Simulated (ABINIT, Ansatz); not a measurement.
# SiO2 (P6_222): bands and cutoff in G0W0 with ABINIT, part 2 of 2

Aim: raise bands and screening cutoff together for SiO2 (P6_222) and follow gap and time.

ABINIT 10.8.3; LDA and many-body steps on it, plane waves. Known limits of the many-body steps: not at the basis limit; coarse k mesh.

So far. Step 3 (Screening, 3×3×2 mesh, 48 bands, screening to 62.6 eV): Local fields lower ε∞ by 4 %. On a Γ-centred mesh this coarse the value itself is usually too large, while a short band sum pulls it down. Step 4 (48 bands, 62.6 eV): The gap on the mesh goes from 5.37 eV to 8.73 eV, a correction of +3.36 eV.

The database entry behind the starting cell is an old determination (1926), so it need not match the best structure at ambient conditions.

### 6. 102 bands, 114.3 eV

This step: G0W0 on LDA, plane waves, norm-conserving pseudopotentials.

run.abi

```
acell 3*1.0 Angstrom
rprim 
  5.013000000017 -0.000000000004 0.000000000000
  -2.506500000005 4.341385349188 0.000000000000
  0.000000000000 0.000000000000 5.470000000000
ntypat 2
znucl 14 8
natom 9
typat 1 1 1 2 2 2 2 2 2
xred 
  0.500000000000 0.500000000000 0.333333333333
  0.000000000000 0.500000000000 0.666666666667
  0.500000000000 0.000000000000 -0.000000000000
  0.197000000000 0.803000000000 0.833333333333
  0.394000000000 0.197000000000 0.166666666667
  0.197000000000 0.394000000000 0.500000000000
  0.803000000000 0.197000000000 0.833333333333
  0.606000000000 0.803000000000 0.166666666667
  0.803000000000 0.606000000000 0.500000000000
pp_dirpath "pseudos"
pseudos "Si.upf, O.upf"
ecut 36
ngkpt 3 3 2
nshiftk 1
shiftk 0 0 0
kptopt 1
chksymbreak 0
istwfk *1
occopt 1
irdwfk 1
optdriver 4
nband 102
gwcalctyp 0
ecutsigx 36
symsigma 1
nkptgw 2
kptgw 
  0.0000000000 0.0000000000 0.5000000000
  0.0000000000 0.0000000000 0.0000000000
bdgw 
  23 26
  22 27
ecuteps 4.2
irdscr 1
ppmodel 1
indata_prefix "in"
outdata_prefix "out"
tmpdata_prefix "tmp"
```

Command:

```
OMP_NUM_THREADS=1 mpirun -n 4 abinit run.abi > log
```

Numbers of over 12 decimals in the logs are rounded to 6 here.

Log:

```text
.Version 10.8.3 of ABINIT. v10.8.2 released Aug 2026.

 Symmetries : space group P6_2 2 2 (#180); Bravais hP (primitive hexag.)
[... echo of the input left out ...]
== DATASET  1 ==================================================================
-   mpi_nproc: 4, omp_nthreads: 1 (-1 if OMP is not activated)

--- !DatasetInfo
iteration_state: {dtset: 1, }
dimensions: {natom: 9, nkpt: 6, mband: 102, nsppol: 1, nspinor: 1, nspden: 1, mpw: 8320, }
cutoff_energies: {ecut:  36.0, pawecutdg:  -1.0, }
electrons: {nelect:   4.80000000E+01, charge:   0.00000000E+00, occopt:   1.00000000E+00, tsmear:   1.00000000E-02, }

 SIGMA: Calculation of the GW corrections

 Based on a program developped by R.W. Godby, V. Olevano, G. Onida, and L. Reining.
 Incorporated in ABINIT by V. Olevano, G.-M. Rignanese, and M. Torrent.
.Using double precision arithmetic ; gwpc =  8

[... cell and pseudopotentials left out ...]
--------------------------------------------------------------------------------

 ==== K-mesh for the wavefunctions ====
 Number of points in the irreducible wedge :     6
[... list of points left out ...]
 Together with 12 symmetry operations and time-reversal symmetry
 yields    18 points in the full Brillouin Zone.

 ==== Q-mesh for screening function ====
 Number of points in the irreducible wedge :     6
[... list of points left out ...]
 Together with 12 symmetry operations and time-reversal symmetry
 yields    18 points in the full Brillouin Zone.

 vcoul_init : cutoff-mode = AUXILIARY_FUNCTION
 q-points for optical limit:   1
     1)      0.000010    0.000020    0.000030
 setmesh: FFT mesh size selected  =    45x   45x   60
          total number of points  =       121500

 Number of electrons calculated from density =   48.0000; Expected =   48.0000
[...]
number of omega for Sigma on real axis              0
 max omega for Sigma on real axis  [eV]           0.00
 zcut for avoiding poles [eV]                     0.10

 EPSILON^-1 parameters (SCR file):
 dimension of the eps^-1 matrix on file            339
 dimension of the eps^-1 matrix used               339
 number of plane-waves for wavefunctions          8277
 number of bands                                   102
 number of q-points in IBZ                           6
 number of frequencies                               2
 number of real frequencies                          1
 number of imag frequencies                          1

 matrix elements of self-energy operator (all in [eV])

 Perturbative Calculation

--- !SelfEnergy_ee
iteration_state: {dtset: 1, }
kpoint     : [   0.000,    0.000,    0.500, ]
spin       : 1
KS_gap     :    7.208
QP_gap     :   10.345
Delta_QP_KS:    3.137
data: !SigmaeeData |
     Band     E0 <VxcDFT>   SigX SigC(E0)      Z dSigC/dE  Sig(E)    E-E0       E
       23  -0.181 -19.875 -25.701   4.373   0.813  -0.230 -21.057  -1.181  -1.363
       24  -0.181 -19.875 -25.701   4.373   0.813  -0.230 -21.057  -1.181  -1.363
       25   7.027 -12.012  -7.075  -2.669   0.862  -0.159 -10.056   1.955   8.983
[...]
--- !SelfEnergy_ee
iteration_state: {dtset: 1, }
kpoint     : [   0.000,    0.000,    0.000, ]
spin       : 1
KS_gap     :    5.488
QP_gap     :    8.336
Delta_QP_KS:    2.848
data: !SigmaeeData |
     Band     E0 <VxcDFT>   SigX SigC(E0)      Z dSigC/dE  Sig(E)    E-E0       E
[...]
26   8.457 -11.660  -6.244  -2.900   0.861  -0.162  -9.495   2.165  10.622
       27   8.457 -11.660  -6.244  -2.900   0.861  -0.162  -9.495   2.165  10.622

== END DATASET(S) ==============================================================
================================================================================

 -outvars: echo values of variables after computation  --------
           etotal      0.0000000000E+00
            nband         102
             nkpt           6
          spgroup         180
 [... the other variables as echoed above ...]

 Calculation completed.
```

The job ended after 10 s (4 MPI ranks of Arm Neoverse V2, shared host; peak memory 1.2 GiB; 41 s of CPU time).

Numbers from this step:

```yaml
g0w0_gap_on_the_points_computed: 8.222 eV
starting_gap_on_the_mesh: 5.373 eV
k_of_the_valence_top: 0, 0, 0.5
k_of_the_conduction_bottom: 0, 0, 0
z_at_the_valence_top: 0.813
z_at_the_conduction_bottom: 0.872
least_direct_g0w0_gap_on_the_computed_points: 8.336 eV
```

Against G0W0 in ABINIT (3×3×2 mesh, 48 bands, screening to 62.6 eV, Godby-Needs plasmon pole), the gap moves by −0.511 eV.

### 7. Screening, 3×3×2 mesh, 217 bands, screening to 176.9 eV

This step: RPA screening on LDA, plane waves, norm-conserving pseudopotentials.

run.abi, as its differences from that of step 6:

```diff
@@ -30,17 +30,8 @@
 irdwfk 1
-optdriver 4
-nband 102
-gwcalctyp 0
-ecutsigx 36
-symsigma 1
-nkptgw 2
-kptgw 
-  0.0000000000 0.0000000000 0.5000000000
-  0.0000000000 0.0000000000 0.0000000000
-bdgw 
-  23 26
-  22 27
-ecuteps 4.2
-irdscr 1
-ppmodel 1
+optdriver 3
+nband 217
+ecuteps 6.5
+inclvkb 2
+awtr 1
+symchi 1
 indata_prefix "in"
```

Log:

```text
.Version 10.8.3 of ABINIT. v10.8.2 released Aug 2026.

 Symmetries : space group P6_2 2 2 (#180); Bravais hP (primitive hexag.)
[... echo of the input left out ...]
== DATASET  1 ==================================================================
-   mpi_nproc: 4, omp_nthreads: 1 (-1 if OMP is not activated)

--- !DatasetInfo
iteration_state: {dtset: 1, }
dimensions: {natom: 9, nkpt: 6, mband: 217, nsppol: 1, nspinor: 1, nspden: 1, mpw: 8320, }
cutoff_energies: {ecut:  36.0, pawecutdg:  -1.0, }
[...]
--------------------------------------------------------------------------------
[... chi0 elements left out ...]
 For q-point:  0.000010 0.000020 0.000030
  dielectric constant =   2.3501
  dielectric constant without local fields =   2.5733

  Average fulfillment of the sum rule on Im[epsilon] for q-point    1 :     67.43  [%]
[... wings left out ...]
  q-point number  2        q = ( 0.333333, 0.000000, 0.000000) [r.l.u.]
--------------------------------------------------------------------------------
[... chi0 elements left out ...]
  Average fulfillment of the sum rule on Im[epsilon] for q-point    2 :     73.06  [%]

 [... 4 further q-points ...]
```

It took 2.5 min on 4 MPI ranks; peak memory 2.4 GiB.

This step gave:

```
ε∞ with local fields, on this mesh, along the program's q direction : 2.350
the same without local fields                                       : 2.573
plasma frequency                                                    : 23.58 eV
plane waves in the screening matrix                                 : 647
```

### 8. 217 bands, 176.9 eV

This step: G0W0 on LDA, plane waves, norm-conserving pseudopotentials.

run.abi, as its differences from that of step 7:

```diff
@@ -30,8 +30,17 @@
 irdwfk 1
-optdriver 3
+optdriver 4
 nband 217
+gwcalctyp 0
+ecutsigx 36
+symsigma 1
+nkptgw 2
+kptgw 
+  0.0000000000 0.0000000000 0.5000000000
+  0.0000000000 0.0000000000 0.0000000000
+bdgw 
+  23 26
+  22 27
 ecuteps 6.5
-inclvkb 2
-awtr 1
-symchi 1
+irdscr 1
+ppmodel 1
 indata_prefix "in"
```

Log:

```text
.Version 10.8.3 of ABINIT. v10.8.2 released Aug 2026.

 Symmetries : space group P6_2 2 2 (#180); Bravais hP (primitive hexag.)
[... echo of the input left out ...]
== DATASET  1 ==================================================================
-   mpi_nproc: 4, omp_nthreads: 1 (-1 if OMP is not activated)

--- !DatasetInfo
iteration_state: {dtset: 1, }
dimensions: {natom: 9, nkpt: 6, mband: 217, nsppol: 1, nspinor: 1, nspden: 1, mpw: 8320, }
cutoff_energies: {ecut:  36.0, pawecutdg:  -1.0, }
[...]
Band     E0 <VxcDFT>   SigX SigC(E0)      Z dSigC/dE  Sig(E)    E-E0       E
[...]
26   8.457 -11.660  -6.244  -3.226   0.858  -0.166  -9.781   1.879  10.336
       27   8.457 -11.660  -6.244  -3.226   0.858  -0.166  -9.781   1.879  10.336

== END DATASET(S) ==============================================================
================================================================================

 -outvars: echo values of variables after computation  --------
           etotal      0.0000000000E+00
            nband         217
             nkpt           6
          spgroup         180
 [... the other variables as echoed above ...]

 Calculation completed.
```

The job ended after 55 s (4 MPI ranks; peak memory 2.4 GiB; 3.7 min of CPU time).

This step gave:

| Property | Result |
| --- | --- |
| G0W0 gap on the points computed | 8.306 eV |
| starting gap on the mesh | 5.373 eV |
| k of the valence top | 0, 0, 0.5 |
| k of the conduction bottom | 0, 0, 0 |
| least direct G0W0 gap on the computed points | 8.418 eV |

Against G0W0 in ABINIT (3×3×2 mesh, 102 bands, screening to 114.3 eV, Godby-Needs plasmon pole), the gap moves by +0.084 eV.

### 9. Side by side

Times are wall times on 4 MPI ranks of Arm Neoverse V2, shared host, good to a factor of about two. A run's time includes the screening step that it read.

| run | mesh | bands | screening cutoff (eV) | DFT gap (eV) | gap on the mesh (eV) | direct (eV) | ε∞ used | time |
| --- | --- | --- | --- | --- | --- | --- | --- | --- |
| 48 bands, 62.6 eV | 3×3×2 | 48 | 62.6 | 5.373 | 8.733 | 8.845 | 2.28 | 15 s |
| 102 bands, 114.3 eV | 3×3×2 | 102 | 114.3 | 5.373 | 8.222 | 8.336 | 2.36 | 58 s |
| 217 bands, 176.9 eV | 3×3×2 | 217 | 176.9 | 5.373 | 8.306 | 8.418 | 2.35 | 3.4 min |

### 10. Summary of results

| Property | Result |
| --- | --- |
| 48 bands, 62.6 eV | 8.733 eV |
| 102 bands, 114.3 eV | 8.222 eV |
| 217 bands, 176.9 eV | 8.306 eV |
| known limits | not at the basis limit; coarse k mesh |

In words: From the first rung to the last the gap moves by −0.43 eV for 13 times the time. The gap turns back along the series, so no limit is drawn from it. In the first G0W0 run levels were corrected at 2 k points alone, so a gap called «on the mesh» is the least over those, and an edge elsewhere would be missed. The 3×3×2 mesh is coarse for this cell, which bears on the long-range parts of exchange and screening.

[Paths, hosts, dates, memory and timing lines, banners, echoed tables and standing remarks are left out of the program output.]

[Logs are printed without paths, hosts, clocks, repeated set-up lines and the standing remarks that a program may print on its own settings, such as how far it seeks lower states.]

[Runs of the session that timed out or met a known fault of the program may be left out.]

[No measured gap is set beside runs whose start may be inverted or whose files or cutoffs have a known fault.]

[Hosts, paths, dates, database ids (printed as entryN), source tags and the programs' standing remarks are cut or masked in the printed files.]

[G0W0 gaps are taken among the corrected bands and points alone; a level outside them can change the order at an edge.]

[Where Ansatz stands beside ABINIT at settings called matched, ABINIT's density can come from a denser mesh and the files from another edition; pairs whose starting gaps differed by over 0.03 eV were left out, so agreement reads better than it is.]
